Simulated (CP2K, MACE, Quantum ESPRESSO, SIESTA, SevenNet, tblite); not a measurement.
# A vacancy of C in (14,0) carbon nanotube bundle (112 atoms): do the methods agree on the site?

At which of several sites of (14,0) carbon nanotube bundle (112 atoms) does a vacancy of C cost least, and do cheaper methods find the same site as plane waves?

The results are calculated values.

## (1) Set-up

The cell holds 112 atoms (112 C), with edges of 14.26, 14.26 and 8.37 Å. Recipe: graphene sheet (a = 2.46 Å) rolled into a (14,0) tube of diameter 10.96 Å, 2 periods, hexagonal bundle with 3.3 Å between walls; minimised with a classical potential (one cell length free). Then the atoms were relaxed with MACE MP-0b3 medium in the fixed cell.

## (2) The reference input

Quantum ESPRESSO 7.5: Kohn-Sham DFT, PBE, SSSP efficiency 1.3.0 pseudopotentials, plane waves. Its input, pw.in, for the unchanged cell:

```
&control
  calculation = 'scf'
  pseudo_dir = './pseudo'
  outdir = './tmp'
  disk_io = 'none'
  tprnfor = .true.
  tstress = .true.
/
&system
  ibrav = 0
  nat = 112
  ntyp = 1
  ecutwfc = 45
  ecutrho = 360
  nosym = .true.
  occupations = 'smearing'
  smearing = 'fd'
  degauss = 0.003675
/
&electrons
  conv_thr = 5.6e-07
  electron_maxstep = 100
  mixing_beta = 0.2
  mixing_mode = 'local-TF'
  diagonalization = 'david'
/
ATOMIC_SPECIES
C 12.011 C.upf
CELL_PARAMETERS angstrom
14.26259 0.00000 0.00000
-7.13130 12.35177 0.00000
0.00000 0.00000 8.37084
ATOMIC_POSITIONS crystal
C 0.38326 0.00000 0.17555
C 0.42585 0.09979 0.09257
C 0.44828 0.19559 0.17530
C 0.44426 0.28031 0.09268
[... 106 atom lines left out ...]
C 0.32607 0.90022 0.92545
C 0.38326 0.00000 0.84247
K_POINTS gamma
```

```console
$ OMP_NUM_THREADS=1 mpirun -np 4 pw.x -in pw.in > output.txt
```

Elapsed: 2.6 min, on 4 MPI ranks of Intel Xeon Platinum 8488C (Sapphire Rapids), shared host; peak memory 4.2 GiB.

It converged with an r.m.s. force component of 0.41 eV/Å and a pressure of 6.6 GPa.

## (3) The levels

The levels share the cells and solve them as single points, though not every level runs every cell. CPU time is summed over a level's finished runs, on a host shared with the other runs, so it is rough; the force column is the median over cells of the r.m.s. difference of force components from the reference.

| level | basis or training data | k-points | runs finished | CPU time | peak memory (GiB) | force difference (meV/Å) |
| --- | --- | --- | --- | --- | --- | --- |
| QE, PBE | plane waves, SSSP efficiency, 45/360 Ry | Γ | 4 of 4 | 35 min | 4.2 | reference |
| CP2K double zeta, PBE | DZVP-MOLOPT-SR, GTH-PBE potentials, 450 Ry | Γ | 3 of 3 | 28 min | 3.5 | 13 |
| SIESTA DZP, PBE | DZP orbitals, shift 0.01 Ry, mesh 300 Ry | Γ | 3 of 3 | 14 min | 1.4 | 145 |
| tblite GFN1-xTB | tight binding with its own dispersion term | Γ | 3 of 3 | 9.6 s | 0.11 | 89 |
| MACE MP-0b3 medium | trained on PBE(+U) plane-wave data | - | 4 of 4 | 32 s | 1.3 | 415 |
| SevenNet l3i5 | trained on PBE(+U) plane-wave data | - | 4 of 4 | 45 s | 1.9 | 395 |

The reference's own r.m.s. force component runs from 408 to 417 meV/Å over these cells. MACE MP-0b3 medium relaxed the atoms, so in the cells that it relaxed its own forces are small, and its entry isn't an independent test there.

## (4) The sites

Each changed cell was relaxed with MACE MP-0b3 medium before the single points. Neighbours are the site's nearest atoms before the change.

```
site  nearest atoms  their mean distance (Å)  atoms within 6 Å  largest move on relaxing (Å)  longest force left in the reference (eV/Å)
C110             C3                     1.41                73                          0.55                                        1.18
 C89             C3                     1.41                66                          0.57                                        1.07
  C1             C3                     1.41                62                          0.58                                        0.96
```

## (5) Site energies

All changed cells hold the same atoms, so within one level their energies compare with no chemical potential. Energies in eV, less that of C110, the reference's cheapest site; the last column is the largest deviation from the reference once each row's mean is taken off.

```
                level  C110   C89    C1  cheapest  largest deviation
              QE, PBE  0.00  0.13  0.17      C110                  -
CP2K double zeta, PBE  0.00  0.12  0.15      C110               0.01
      SIESTA DZP, PBE  0.00  0.13  0.18      C110               0.00
      tblite GFN1-xTB  0.00  0.06  0.08      C110               0.05
   MACE MP-0b3 medium  0.00  0.12  0.19      C110               0.02
        SevenNet l3i5  0.00  0.07  0.12      C110               0.04
```

## (6) Outcome

In the reference the cheapest site is C110 (C3) and the dearest C1 (C3), 0.17 eV higher. All 5 other levels pick the same cheapest site, and all give the whole order. SIESTA DZP, PBE follows the reference most closely (0.00 eV at worst) and tblite GFN1-xTB least (0.05 eV).

The other programs at PBE deviate by 0.01 eV at most, the learned potentials by 0.02 to 0.04 eV. The reference's gap of 0.62 eV in the unchanged cell becomes 0.27 eV between partly filled levels and the next empty one (C110), 0.24 eV between partly filled levels and the next empty one (C89) and 0.27 eV between partly filled levels and the next empty one (C1).

**Limits.** The geometries are those of MACE MP-0b3 medium; forces of up to 1.2 eV/Å remain in the reference, so relaxing in DFT would lower the energies, by amounts that can differ from site to site and can change the order. For MACE MP-0b3 medium alone these are relaxed energies. Defects interact with their periodic images. Neighbours of a vacancy can rebond in unlike ways from site to site, which enters the differences. The reference has no spin polarisation, so cut bonds at a vacancy can't carry moments. Only 3 of the 112 C sites are compared. Learned potentials don't solve for electrons, so the charge or spin state of a defect can't be set in them. The reference samples only Γ, in a cell whose shortest periodic width is 8 Å. The reference isn't exact: its cutoffs and mesh weren't converged further here. SIESTA's automatically made basis is far from complete, and its potentials were converted by us (checked for H, C, O, Si, Ge and Ca alone). The learned potentials mimic data converged in k, so the sampling error of the reference's coarse mesh counts against them here, while programs on the same mesh share it. The reference's PBE has no dispersion term. Where levels are smeared, the DFT runs use Fermi–Dirac occupations at 580 K (0.05 eV), and energies are free energies.

[Logs are printed without paths, hosts, clocks, repeated set-up lines and the standing remarks that a program may print on its own settings, such as how far it seeks lower states.]

[Hosts, paths, dates, database ids (printed as entryN), source tags and the programs' standing remarks are cut or masked in the printed files.]
